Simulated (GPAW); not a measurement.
# Ballistic transport through 1,4-diisocyanobenzene between two Au chains, cheap and dear

How well does 1,4-diisocyanobenzene between two Au chains conduct at low bias, and how far do basis and functional move the answer?

Calculated with GPAW 26.7.0; GPAW LCAO, PAW setups; Landauer transmission from Green's functions with principal layers (ASE), zero bias.

Most raw output is cut from this account.

### 1. Starting point

The cell holds 24 atoms: 10 Au, 8 C, 2 N and 4 H. Cell: a = 10.816 Å, b = 9.000 Å, c = 35.396 Å, α = 90.0°, β = 90.0°, γ = 90.0°. Regions: left lead, 5 atoms (5 Au); channel, 14 atoms (8 C, 2 N and 4 H); right lead, 5 atoms (5 Au). Vacuum lies along a and b. The structure is stacked along c, and the current runs across the ab planes.

### 2. GPAW, dzp

The script solves lead and junction separately, takes H and S in the orbital basis, and joins semi-infinite leads through their self-energies; the dzp basis is the working standard.

Input file run.py:

```python
import json
import numpy as np
from ase import Atoms
from ase.transport.calculators import TransportCalculator
from gpaw import GPAW, FermiDirac
from gpaw.lcao.tools import get_lcao_hamiltonian
from scipy.linalg import eigh

# The junction with lead layers at both ends, along the third cell vector
device = Atoms(
    ['Au', 'Au', 'Au', 'Au', 'Au', 'C', 'N', 'C', 'H', 'H', 'C', 'C', 'C', 'C', 'H', 'H', 'C', 'N', 'C', 'Au', 'Au', 'Au', 'Au', 'Au'],
    positions=[
        [5.40801, 4.50000, 1.30000],
        [5.40801, 4.50000, 3.90000],
        [5.40801, 4.50000, 6.50000],
        [5.40801, 4.50000, 9.10000],
        [5.40801, 4.50000, 11.70000],
        [5.40801, 4.50000, 13.76000],
        [5.40801, 4.50000, 14.93178],
        [5.40801, 4.50000, 16.32006],
        [3.25000, 4.49999, 16.45143],
        [7.56602, 4.50001, 16.45143],
        [6.62769, 4.50000, 17.00032],
        [4.18833, 4.50000, 17.00032],
        [6.62769, 4.49999, 18.39540],
        [4.18833, 4.50000, 18.39540],
        [7.56601, 4.50000, 18.94430],
        [3.25001, 4.50000, 18.94430],
        [5.40801, 4.50000, 19.07567],
        [5.40801, 4.50000, 20.46394],
        [5.40801, 4.50000, 21.63572],
        [5.40801, 4.50000, 23.69572],
        [5.40801, 4.50000, 26.29572],
        [5.40801, 4.50000, 28.89572],
        [5.40801, 4.50000, 31.49572],
        [5.40801, 4.50000, 34.09572]],
    cell=[[10.81602, 0.0, 0.0], [0.0, 9.0, 0.0], [0.0, 0.0, 35.39572]],
    pbc=True)

# One principal layer of the lead: the first 3 atoms of the device
lead = Atoms(
    ['Au', 'Au', 'Au'],
    positions=[
        [5.40801, 4.50000, 1.30000],
        [5.40801, 4.50000, 3.90000],
        [5.40801, 4.50000, 6.50000]],
    cell=[[10.81602, 0.0, 0.0], [0.0, 9.0, 0.0], [0.0, 0.0, 7.8]],
    pbc=True)

settings = dict(mode='lcao', basis='dzp', xc='PBE', h=0.18,
                occupations=FermiDirac(0.1), maxiter=250,
                mixer=dict(beta=0.1, nmaxold=8, weight=100.0),
                convergence=dict(density=0.0001))
energies = np.arange(-2, 2 + 1e-9, 0.05)
eta = 0.0001
n1, n2 = 1, 1
# k and -k transmit alike, so half of the mesh across the current serves
mesh = [(i, j) for i in range(n1) for j in range(n2) if (i, j) <= (-i % n1, -j % n2)]
weights = np.array([1 if (i, j) == (-i % n1, -j % n2) else 2 for i, j in mesh]) / (n1 * n2)


def ground_state(atoms, size, txt):
    atoms.calc = GPAW(kpts={'size': size, 'gamma': True}, symmetry={'tolerance': 1e-3}, txt=txt, **settings)
    atoms.get_potential_energy()
    return atoms.calc.get_fermi_level()


def blocks(atoms, fermi, points, nz, cells):
    """H - E_F S and S between cell 0 and the cells above it, at each point across the current."""
    kz = np.arange(nz) / nz
    calc = atoms.calc.fixed_density(kpts=[(*k, z) for k in points for z in kz], symmetry='off', txt=None)
    H, S = get_lcao_hamiltonian(calc)
    H = (H - fermi * S).reshape(len(H), len(points), nz, *S.shape[1:])
    S = S.reshape(H.shape[1:])
    phases = [np.exp(-2j * np.pi * kz * R) / nz for R in cells]
    return [(np.einsum('skzij,z->ksij', H, p), np.einsum('kzij,z->kij', S, p)) for p in phases]


def pair(a, b):
    return np.block([[a, b], [b.T.conj(), a]])


def count_channels(h, s, cells, nk=240):
    """Half the number of times that the lead's bands cross each energy, unfolded to its shortest repeat."""
    b = len(h) // cells
    bands = []
    for k in (np.arange(nk + 1) + 0.5) / nk:
        hk, sk = h[:b, :b].copy(), s[:b, :b].copy()
        for R in range(1, cells):
            phase, block = np.exp(2j * np.pi * k * R), slice(R * b, (R + 1) * b)
            hk += h[:b, block] * phase + (h[:b, block] * phase).T.conj()
            sk += s[:b, block] * phase + (s[:b, block] * phase).T.conj()
        w, u = eigh(sk)
        x = u[:, w > 1e-5] / w[w > 1e-5]**0.5  # drop near-dependent combinations
        bands.append(np.r_[eigh(x.T.conj() @ hk @ x, eigvals_only=True), [1e9] * (w <= 1e-5).sum()])
    below = np.array(bands)[:, :, None] < energies
    return (below[1:] != below[:-1]).sum((0, 1)) / 2


fermi_lead = ground_state(lead, (1, 1, 15), 'lead.txt')
fermi_device = ground_state(device, (1, 1, 2), 'device.txt')
T, channels, eigen, tail, misfit, shifts = [], [], [], 0.0, 0.0, []
for first in range(0, len(mesh), 192):
    points = [(i / n1, j / n2) for i, j in mesh[first:first + 192]]
    (H0k, S0k), (H1k, S1k), (H2k, _) = blocks(lead, fermi_lead, points, 5, range(3))
    [(Hk, Sk)] = blocks(device, fermi_device, points, 2, [0])
    tail = max(tail, abs(H2k).max())
    for H0, S0, H1, S1, H, S in zip(H0k, S0k, H1k, S1k, Hk, Sk):
        n = len(S0)
        # Shift the lead onto the potential of the device's first layer
        shift = ((H[:, 0, 0] - H0[:, 0, 0]) / S0[0, 0]).real.mean()
        shifts.append(shift)
        misfit = max(misfit, abs(H[:, :n, :n] - H0 - shift * S0).max())
        Tk, Ck, Ek = [], [], []
        for s in range(len(H)):
            t = s % len(H0)  # a lead without moments serves both spins
            h1, s1 = pair(H0[t] + shift * S0, H1[t] + shift * S1), pair(S0, S1)
            leads = dict(h1=h1, s1=s1, energies=energies, eta=eta, eta1=eta, eta2=eta)
            calc = TransportCalculator(h=H[s], s=S, eigenchannels=3, **leads)
            Tk.append(calc.get_transmission())
            Ek.append(np.sort(calc.eigenchannels_ne, axis=0)[::-1])
            Ck.append(count_channels(h1, s1, 6))
        T.append(Tk)
        channels.append(Ck)
        eigen.append(Ek)
T, channels = np.array(T), np.array(channels)
mean, open_channels = np.einsum('kse,k->se', T, weights), np.einsum('kse,k->se', channels, weights)

print(f'basis functions: device {len(S)}, principal layer {n}')
print(f'Fermi level: lead {fermi_lead:.4f} eV, device {fermi_device:.4f} eV; lead shifted by {np.mean(shifts):.4f} eV')
print(f'largest coupling past the next layer {tail:.2e} eV, largest misfit of the first layer {misfit:.3f} eV')
print('  E-E_F (eV)   ' + 'T (one spin)  channels')
for e, t, c in zip(energies, mean.T, open_channels.T):
    print(f'{e:10.3f}  ', *[f'{x:11.4e}' for x in t], *[f'{x:9.4f}' for x in c])

kT = 8.617333e-5 * 77
fine = np.linspace(energies[0], energies[-1], 4001)
both = np.exp(np.interp(fine, energies, np.log(np.maximum(mean.sum(0) * 2 / len(mean), 1e-30))))
fermi = lambda mu: 1 / (1 + np.exp(np.clip((fine - mu) / kT, -200, 200)))
slope = fermi(0) * (1 - fermi(0)) / kT
G = np.trapezoid(both * slope, fine) / 2
seebeck = -np.trapezoid(both * slope * fine, fine) / (2 * G * 77) * 1e6
print(f'conductance at 77 K: {G:.5g} G0 a cell; thermopower {seebeck:.4g} uV/K')
bias = [0.1, 0.2, 0.5, 1.0, 1.5, 2.0]
current = [38.74 * np.trapezoid(both * (fermi(V / 2) - fermi(-V / 2)), fine) for V in bias]
for V, I in zip(bias, current):
    print(f'current from the zero-bias T(E) at {V} V: {I:.5g} uA')
zero = abs(energies).argmin()
json.dump(dict(energies=energies.tolist(), T=mean.tolist(), channels=open_channels.tolist(), G=G, seebeck=seebeck,
               bias=bias, current=current, tail=tail, misfit=misfit, shift=np.mean(shifts), n_device=len(S), n_lead=n,
               fermi=[fermi_lead, fermi_device], energy=device.get_potential_energy(),
               moments=device.get_magnetic_moments().tolist(), mesh=mesh, weights=weights.tolist(),
               T_k=T[:, :, zero].tolist(), eigen=np.array(eigen[0]).tolist()), open('result.json', 'w'))
```

Launch:

```bash
OMP_NUM_THREADS=1 OPENBLAS_NUM_THREADS=1 python run.py
```

Wall time 93 s (1 thread of Intel Xeon Platinum 8488C (Sapphire Rapids), shared host); peak memory 1.8 GiB.

Numbers from this step:

```
conductance                                    : 1.64e-7 G₀
thermopower                                    : 11.65 μV/K
largest coupling past the next principal layer : 2.46e-7 eV
largest misfit of the first principal layer    : 0.08815 eV
shift that aligns the lead                     : -0.02840 eV
basis functions of the junction                : 300
basis functions of a principal layer           : 45
transmission at the Fermi level (one spin)     : 1.64e-7
```

One spin. The transmission, zone mean by energy, zero at the Fermi level:

```tsv
energy (eV)	transmission, zone mean
-2.00	0.00406
-1.85	0.00348
-1.70	0.00328
-1.60	0.00330
-1.45	0.00353
-1.30	0.00395
-1.15	0.00446
-1.05	0.00477
-0.95	0.00502
-0.90	0.00498
-0.75	0.00487
-0.60	0.00456
-0.50	0.00443
-0.35	0.00472
-0.20	0.00658
-0.05	2.2e-7
0.00	1.6e-7
0.05	1.2e-7
0.20	3.3e-8
0.35	1.0e-9
0.50	1.4e-8
0.60	5.0e-8
0.75	1.5e-7
0.90	3.2e-7
1.05	5.9e-7
1.15	8.4e-7
1.30	1.3e-6
1.45	2.1e-6
1.60	3.1e-6
1.70	4.0e-6
1.85	5.8e-6
2.00	8.4e-6
```

Not self-consistent under bias; the bias window is split evenly. Current through one cell, from the zero-bias transmission against bias:

```tsv
bias (V)	current through one cell, from the zero-bias transmission (nA)
0.100	0.00129
0.200	0.00882
0.500	50.4
1.000	143
1.500	232
2.000	329
```

Table of transmission of the three most open eigenchannels by energy, zero at the Fermi level:

```tsv
energy (eV)	channel 1	channel 2	channel 3
-2.000	0.00405	9.7e-6	3.4e-8
-1.800	0.00336	8.7e-6	4.3e-8
-1.600	0.00329	8.7e-6	1.9e-7
-1.400	0.00364	9.4e-6	4.1e-7
-1.200	0.00428	1.0e-5	9.9e-7
-1.000	0.00487	1.1e-5	6.7e-7
-0.800	0.00494	9.6e-6	5.6e-7
-0.600	0.00456	7.2e-6	7.7e-7
-0.400	0.00452	5.4e-6	9.1e-7
-0.200	0.00657	5.4e-6	5.0e-7
0.000	1.6e-7	2.1e-12	0
0.200	3.3e-8	0	0
0.400	3.2e-10	2.5e-12	0
0.600	5.0e-8	0	0
0.800	2.0e-7	0	0
1.000	4.9e-7	0	0
1.200	9.9e-7	0	0
1.400	1.8e-6	0	0
1.600	3.1e-6	0	0
1.800	5.1e-6	0	0
2.000	8.4e-6	0	0
```

Couplings past the next layer reach 2.5e-7 eV, small enough to drop; the matrix elements of the cell's first layer differ from the bulk lead's by up to 0.088 eV. That layer keeps its own values in the calculation, and only beyond it is the lead taken as perfect. The Fermi levels of lead and junction count from different zeros of potential, one for each periodic cell; with both set to zero, the small remaining shift is what aligns them. Without spin-orbit coupling, which is large for these atoms, channel counts and T are those of the scalar-relativistic bands. By hand: G = 1.64e-7 × 77.48 μS = 1.3e-5 μS, a resistance of 7.9e7 kΩ; at 0.1 V a linear junction would pass 1.3e-6 μA, and the integral over the bias window gives 1.3e-6 μA. Mott's formula, S = -(π²/3)(k_B²T/e) d ln T/dE, has the prefactor 1.88 μV/K·eV at 77 K; T = 2.21e-7 at -0.05 eV and 1.19e-7 at 0.05 eV give a slope of -6.18 per eV and S = 11.6 μV/K, beside 11.7 μV/K from the thermal integral, which interpolates the same grid.

### 3. GPAW, szp: basis = "szp(dzp)"

The second zeta is dropped, the polarisation orbitals stay.

Changes to run.py since step 2:

```diff
@@ -49,3 +49,3 @@
 
-settings = dict(mode='lcao', basis='dzp', xc='PBE', h=0.18,
+settings = dict(mode='lcao', basis='szp(dzp)', xc='PBE', h=0.18,
                 occupations=FermiDirac(0.1), maxiter=250,
```

Elapsed: 80 s, on 1 thread; peak memory 1.8 GiB.

Numbers from this step:

```
conductance                                    : 1.01e-7 G₀
largest coupling past the next principal layer : 2.47e-7 eV
largest misfit of the first principal layer    : 0.08012 eV
shift that aligns the lead                     : -0.02193 eV
basis functions of the junction                : 196
basis functions of a principal layer           : 27
transmission at the Fermi level (one spin)     : 9.93e-8
```

One spin. Table of transmission, zone mean by energy, zero at the Fermi level:

```tsv
energy (eV)	transmission, zone mean
-2.000	0.00210
-1.800	0.00194
-1.600	0.00207
-1.400	0.00253
-1.200	0.00339
-1.000	0.00472
-0.800	0.00637
-0.600	0.00828
-0.400	0.0116
-0.200	0.0223
-0.150	0.0261
0.000	9.9e-8
0.200	2.6e-7
0.400	4.8e-7
0.600	8.1e-7
0.800	1.3e-6
1.000	2.0e-6
1.200	2.9e-6
1.400	4.3e-6
1.600	6.4e-6
1.800	9.4e-6
2.000	1.4e-5
```

Not self-consistent under bias; the bias window is split evenly. The current through one cell, from the zero-bias transmission by bias:

```tsv
bias (V)	current through one cell, from the zero-bias transmission (μA)
0.100	2.5e-6
0.200	0.00130
0.500	0.205
1.000	0.454
1.500	0.611
2.000	0.722
```

The transmission of the three most open eigenchannels by energy, zero at the Fermi level:

```tsv
energy (eV)	channel 1	channel 2	channel 3
-2.00	0.00209	6.0e-6	8.8e-8
-1.90	0.00198	5.8e-6	1.4e-10
-1.80	0.00193	5.7e-6	5.8e-9
-1.70	0.00196	5.8e-6	2.7e-9
-1.55	0.00215	6.2e-6	1.0e-9
-1.45	0.00237	6.6e-6	8.8e-9
-1.35	0.00269	7.2e-6	2.6e-8
-1.25	0.00312	7.9e-6	7.5e-8
-1.15	0.00367	8.7e-6	1.8e-7
-1.05	0.00434	9.5e-6	1.4e-7
-0.90	0.00549	1.0e-5	1.0e-7
-0.80	0.00636	1.1e-5	9.3e-8
-0.70	0.00727	1.1e-5	9.6e-8
-0.60	0.00827	1.1e-5	1.1e-7
-0.50	0.00957	1.0e-5	1.2e-7
-0.40	0.0116	1.0e-5	1.2e-7
-0.25	0.0182	1.1e-5	4.0e-8
-0.15	0.0261	1.2e-5	1.3e-8
-0.05	6.7e-8	4.5e-10	0
0.00	9.9e-8	4.1e-11	0
0.05	1.3e-7	1.0e-11	0
0.15	2.1e-7	5.5e-12	0
0.25	3.1e-7	0	0
0.40	4.8e-7	0	0
0.50	6.3e-7	0	0
0.60	8.1e-7	0	0
0.70	1.0e-6	0	0
0.80	1.3e-6	0	0
0.90	1.6e-6	0	0
1.05	2.2e-6	0	0
1.15	2.7e-6	0	0
1.25	3.2e-6	0	0
1.35	3.9e-6	0	0
1.45	4.8e-6	0	0
1.55	5.8e-6	0	0
1.70	7.7e-6	0	0
1.80	9.4e-6	0	0
1.90	1.1e-5	0	0
2.00	1.4e-5	0	0
```

The conductance, 1.0e-7 G₀, lies 39 % below that of the dzp run.

### 4. GPAW, sz: basis = "sz(dzp)"

One function for each valence shell of the setup, as for a first survey of a large system.

Changes to run.py since step 3:

```diff
@@ -49,3 +49,3 @@
 
-settings = dict(mode='lcao', basis='szp(dzp)', xc='PBE', h=0.18,
+settings = dict(mode='lcao', basis='sz(dzp)', xc='PBE', h=0.18,
                 occupations=FermiDirac(0.1), maxiter=250,
```

Wall time 72 s (1 thread); peak memory 1.7 GiB.

Numbers from this step:

```
conductance                                 : 2.18e-9 G₀
largest misfit of the first principal layer : 0.08015 eV
shift that aligns the lead                  : -0.03769 eV
basis functions of the junction             : 104
basis functions of a principal layer        : 18
transmission at the Fermi level (one spin)  : 2.35e-9
```

One spin. Table of transmission, zone mean by energy, zero at the Fermi level:

energy (eV), log10 transmission, zone mean and a bar from the least value:
```
   -2.000       -2.6 #########################
   -1.800       -2.6 #########################
   -1.600       -2.6 #########################
   -1.400       -2.5 #########################
   -1.200       -2.4 #########################
   -1.000       -2.3 ##########################
   -0.800       -2.2 ###########################
   -0.600       -2.0 ###########################
   -0.400       -1.9 ############################
   -0.200       -1.5 #############################
   -0.150       -1.3 ##############################
    0.000       -8.6 
    0.200       -7.9 ###
    0.400       -7.2 ######
    0.600       -6.8 ########
    0.800       -6.5 #########
    1.000       -6.2 ##########
    1.200       -6.0 ###########
    1.400       -5.8 ############
    1.600       -5.6 ############
    1.800       -5.4 #############
    2.000       -5.2 ##############
```

The conductance, 2.2e-9 G₀, lies a factor of 75 below that of the dzp run. One computed point stands apart from its neighbours (T = 1.6e-11 at 0.05 eV, between 2.3e-9 and 1.6e-9), which enters the thermal average.

### 5. LDA in the dzp basis: xc = "LDA"

Back in the dzp basis, the functional changes from PBE to LDA, to set the spread between functionals beside that between bases.

Changes to run.py since step 4:

```diff
@@ -49,3 +49,3 @@
 
-settings = dict(mode='lcao', basis='sz(dzp)', xc='PBE', h=0.18,
+settings = dict(mode='lcao', basis='dzp', xc='LDA', h=0.18,
                 occupations=FermiDirac(0.1), maxiter=250,
```

Run time: 71 s. Hardware: 1 thread; peak memory 1.8 GiB.

This step gave:

- conductance: 2.15e-7 G₀
- thermopower: 9.465 μV/K
- largest coupling past the next principal layer: 2.28e-7 eV
- largest misfit of the first principal layer: 0.08651 eV
- shift that aligns the lead: -0.01722 eV
- basis functions of the junction: 300
- basis functions of a principal layer: 45
- transmission at the Fermi level (one spin): 2.15e-7
- open channels of the lead at the Fermi level (one spin): 1

One spin. Table of transmission, zone mean by energy, zero at the Fermi level:

energy (eV), log10 transmission, zone mean and a bar from the least value:
```
    -2.00       -2.3 #############################
    -1.85       -2.4 #############################
    -1.70       -2.4 #############################
    -1.60       -2.4 #############################
    -1.45       -2.4 #############################
    -1.30       -2.4 #############################
    -1.15       -2.3 #############################
    -1.05       -2.3 #############################
    -0.90       -2.3 ##############################
    -0.75       -2.3 ##############################
    -0.60       -2.3 ##############################
    -0.50       -2.3 ##############################
    -0.35       -2.2 ##############################
    -0.20       -2.1 ##############################
    -0.05       -6.6 ################
     0.00       -6.7 ################
     0.05       -6.8 ################
     0.20       -7.2 ##############
     0.35       -7.8 ############
     0.50      -11.8 
     0.60       -8.1 ###########
     0.75       -7.3 ##############
     0.90       -6.8 ###############
     1.05       -6.5 ################
     1.15       -6.4 #################
     1.30       -6.1 ##################
     1.45       -5.9 ##################
     1.60       -5.8 ###################
     1.70       -5.6 ###################
     1.85       -5.5 ####################
     2.00       -5.3 ####################
```

The conductance, 2.2e-7 G₀, lies 31 % above that of the dzp run.

### 6. The ladder

Times are for 1 thread of Intel Xeon Platinum 8488C (Sapphire Rapids), shared host. Results by setting:

```tsv
no.	run	conductance (G₀)	time	memory (GiB)
1	dzp	1.64e-7	93 s	1.8
2	szp	1.01e-7	80 s	1.8
3	sz	2.18e-9	72 s	1.7
4	dzp LDA	2.15e-7	71 s	1.8
```

### 7. Comparison

The curves are compared point by point over the common energies.

This step: comparison of transmission and cost over codes and levels (GPAW 26.7.0).

Ladder, by row:

```tsv
step	code	T at the Fermi level (sum over the listed spins)	conductance (G0)	r.m.s. T(E) from the first	wall time (s)	peak memory (GiB)	threads
dzp	GPAW	1.64e-7	1.64e-7	0	93.05	1.78	1
szp	GPAW	9.93e-8	1.01e-7	0.003823	79.99	1.75	1
sz	GPAW	2.35e-9	2.18e-9	0.006506	71.93	1.68	1
dzp-LDA	GPAW	2.15e-7	2.15e-7	3.74e-4	70.61	1.78	1
```

Transmission, zone mean, sum over the listed spins against energy, zero at the Fermi level:

```tsv
energy (eV)	dzp	szp	sz	dzp-LDA
-2.00	0.00406	0.00210	0.00236	0.00471
-1.85	0.00348	0.00195	0.00232	0.00400
-1.70	0.00328	0.00197	0.00237	0.00370
-1.50	0.00343	0.00226	0.00261	0.00373
-1.35	0.00379	0.00270	0.00297	0.00400
-1.20	0.00429	0.00339	0.00358	0.00439
-1.05	0.00477	0.00435	0.00454	0.00479
-0.95	0.00502	0.00514	0.00542	0.00504
-0.90	0.00498	0.00550	0.00590	0.00502
-0.70	0.00477	0.00728	0.00823	0.00519
-0.55	0.00448	0.00888	0.0102	0.00522
-0.40	0.00452	0.0116	0.0132	0.00552
-0.25	0.00569	0.0182	0.0228	0.00660
-0.20	0.00658	0.0223	0.0319	0.00716
-0.10	2.9e-7	0.00147	4.4e-8	4.6e-7
0.00	1.6e-7	9.9e-8	2.3e-9	2.1e-7
0.10	8.3e-8	1.7e-7	1.6e-9	1.3e-7
0.25	1.7e-8	3.1e-7	2.4e-8	4.7e-8
0.40	3.2e-10	4.8e-7	7.0e-8	7.3e-9
0.55	2.9e-8	7.1e-7	1.4e-7	2.1e-9
0.70	1.1e-7	1.0e-6	2.5e-7	3.3e-8
0.90	3.2e-7	1.6e-6	4.6e-7	1.4e-7
1.05	5.9e-7	2.2e-6	6.9e-7	3.0e-7
1.20	9.9e-7	2.9e-6	1.0e-6	5.3e-7
1.35	1.6e-6	3.9e-6	1.4e-6	8.7e-7
1.50	2.4e-6	5.3e-6	2.0e-6	1.3e-6
1.70	4.0e-6	7.7e-6	3.1e-6	2.3e-6
1.85	5.8e-6	1.0e-5	4.2e-6	3.4e-6
2.00	8.4e-6	1.4e-5	5.8e-6	4.8e-6
```

[end of part 1 of 2]

[Logs are printed without paths, hosts, clocks, repeated set-up lines and the standing remarks that a program may print on its own settings, such as how far it seeks lower states.]

[Hosts, paths, dates, database ids (printed as entryN), source tags and the programs' standing remarks are cut or masked in the printed files.]
